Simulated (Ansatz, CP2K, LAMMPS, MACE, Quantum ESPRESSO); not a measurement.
# Glassy CaAl2Si2O8 (91 atoms) under volume change, by several methods

How stiff is glassy CaAl2Si2O8 (91 atoms) under an even change of volume, and do other programs and learned potentials give the same pressure and slope as plane waves?

Results are calculated, not measured.

### 1. The cell

The cell holds 91 atoms (14 Al, 7 Ca, 56 O and 14 Si), with edges of 10.61, 10.61 and 10.61 Å. Recipe: 91 atoms (14 Al, 7 Ca, 56 O, 14 Si) placed at random at 2.71 g/cm³, melted at 4500 K for 20 ps at fixed volume with the Morse and Coulomb pair potential with partial charges (Pedone, Malavasi, Menziani, Cormack and Segre, J. Phys. Chem. B 110, 11780 (2006)). Quenched from 4500 K to 300 K at 10 K/ps and fixed volume, held 5 ps. Then the atoms were relaxed with MACE MPA-0 medium in the fixed cell. Then the atoms were relaxed with CP2K double zeta, PBE.

Bonds by pair of elements; cutoffs follow the first minimum of g(r), held within bounds set by covalent radii, and pairs that aren't listed don't count as bonded:

| pair A-B | cutoff (Å) | bonds | mean length (Å) | spread (Å) | shortest (Å) | B about A | A about B |
| --- | --- | --- | --- | --- | --- | --- | --- |
| O-Al | 2.43 | 57 | 1.79 | 0.066 | 1.70 | 1.02 | 4.07 |
| O-Si | 2.08 | 56 | 1.64 | 0.03 | 1.58 | 1 | 4 |
| O-Ca | 2.93 | 41 | 2.47 | 0.157 | 2.16 | 0.732 | 5.86 |

### 2. The reference input

Quantum ESPRESSO 7.5: Kohn-Sham DFT, PBE, SSSP efficiency 1.3.0 pseudopotentials, plane waves. Its input, pw.in, for the unchanged cell:

```
&control
  calculation = 'scf'
  pseudo_dir = './pseudo'
  outdir = './tmp'
  disk_io = 'none'
  tprnfor = .true.
  tstress = .true.
/
&system
  ibrav = 0
  nat = 91
  ntyp = 4
  ecutwfc = 60
  ecutrho = 480
  nosym = .true.
  occupations = 'smearing'
  smearing = 'fd'
  degauss = 0.003675
/
&electrons
  conv_thr = 4.5e-07
  electron_maxstep = 100
  mixing_beta = 0.4
  mixing_mode = 'plain'
  diagonalization = 'david'
/
ATOMIC_SPECIES
Al 26.982 Al.upf
Ca 40.078 Ca.upf
O 15.999 O.upf
Si 28.085 Si.upf
CELL_PARAMETERS angstrom
10.60930 0.00000 0.00000
0.00000 10.60930 0.00000
0.00000 0.00000 10.60930
ATOMIC_POSITIONS crystal
Al 0.14053 0.29614 0.95232
Al 0.31041 0.04568 0.57639
Al 0.35627 0.75946 0.45867
Al 0.65428 0.96555 0.33160
[... 85 atom lines left out ...]
Si 0.07695 0.05481 0.38451
Si 0.95868 0.56827 0.32794
K_POINTS gamma
```

```console
$ OMP_NUM_THREADS=1 mpirun -np 4 pw.x -in pw.in > output.txt
```

Wall time 6.6 min (4 MPI ranks of Arm Neoverse N1, shared host); peak memory 3.7 GiB; 27 min of CPU time.

It converged with an r.m.s. force component of 0.093 eV/Å and a pressure of 0.92 GPa.

### 3. Levels of theory

Every level solves the same cells as single points. CPU time is summed over a level's finished runs, on a host shared with the other runs, so it is rough; the force column is the median over cells of the r.m.s. difference of force components from the reference.

| level | basis or training data | k-points | runs finished | CPU time | peak memory (GiB) | force difference (meV/Å) |
| --- | --- | --- | --- | --- | --- | --- |
| QE, PBE | plane waves, SSSP efficiency, 60/480 Ry | Γ | 5 of 5 | 2.2 h | 3.8 | reference |
| MACE MPA-0 medium | trained on PBE(+U) plane-wave data | - | 5 of 5 | 69 s | 1.1 | 53 |

The reference's own r.m.s. force component runs from 83 to 94 meV/Å over these cells.

### 4. Pressure against volume

The cell is scaled evenly, and at each volume CP2K double zeta, PBE relaxes the atoms again before the single points. The unchanged volume is 13.123 Å³ an atom. Pressures in GPa:

| level | -6 % | -3 % | 0 | +3 % | +6 % |
| --- | --- | --- | --- | --- | --- |
| QE, PBE | 4.36 | 2.43 | 0.92 | -0.98 | -2.59 |
| MACE MPA-0 medium | 4.53 | 2.60 | 1.05 | -0.85 | -2.49 |

Energy less that of the unchanged cell at the same level, in meV an atom:

| level | -6 % | -3 % | +3 % | +6 % |
| --- | --- | --- | --- | --- |
| QE, PBE | 13.19 | 4.64 | -0.32 | 3.50 |
| MACE MPA-0 medium | 14.28 | 5.16 | -0.46 | 3.54 |

### 5. Moduli

From the three volumes nearest the unchanged one: B from the slope of pressure against ln V and from the curvature of the energy, the pressure that the slope of the energy implies, and the volume change at which the printed pressure crosses zero (a dash if it doesn't within the range).

| level | B from pressures (GPa) | B from energies (GPa) | printed pressure (GPa) | pressure from energies (GPa) | zero pressure at (%) |
| --- | --- | --- | --- | --- | --- |
| QE, PBE | 56.8 | 58.6 | 0.92 | 1.01 | +1.4 |
| MACE MPA-0 medium | 57.5 | 63.7 | 1.05 | 1.14 | +1.6 |

As a check by hand on the reference: from -3 to +3 % the pressure falls by 3.41 GPa while ln V grows by 0.0600, a ratio of 56.8 GPa.

Gap between the highest filled and the lowest empty level on the runs' k-points, in eV:

| level | -6 % | -3 % | 0 | +3 % | +6 % |
| --- | --- | --- | --- | --- | --- |
| QE, PBE | 4.32 | 4.16 | 3.98 | 3.92 | 3.81 |

### 6. What came out

The plane-wave reference (PBE) gives a bulk modulus of 56.8 GPa from its pressures, at a volume where its pressure is 0.92 GPa; that pressure crosses zero at +1.4 %. Learned potentials: MACE MPA-0 medium 57.5 GPa (+1 %); its pressure lies +0.13 GPa from the reference's. Moduli from the energies run from 59 to 64 GPa and part from those from pressures by as much as +11 % (MACE MPA-0 medium); they rest on small differences of energy, and for levels other than CP2K double zeta, PBE they hold the work of leftover forces.

The reference's gap falls as the cell grows, from 4.32 eV at -6 % to 3.81 eV at +6 %.

**Limits.** The atoms follow CP2K double zeta, PBE, not each level's own minimum, so these moduli only approach relaxed ones and hang on that choice. Three points at finite strain give rough moduli, at the given volume rather than at zero pressure. Pressures at a fixed plane-wave cutoff or in a small atom-centred basis hold some basis error. The quench rate of 10 K/ps is many orders above laboratory rates, so the cell is likely richer in defects and strain than a real sample. The reference samples only Γ, in a cell whose shortest periodic width is 11 Å. The reference isn't exact: its cutoffs and mesh weren't converged further here. Where levels are smeared, the DFT runs use Fermi–Dirac occupations at 580 K (0.05 eV), and energies are free energies.

[Logs are printed without paths, hosts, clocks, repeated set-up lines and the standing remarks that a program may print on its own settings, such as how far it seeks lower states.]

[Hosts, paths, dates, database ids (printed as entryN), source tags and the programs' standing remarks are cut or masked in the printed files.]
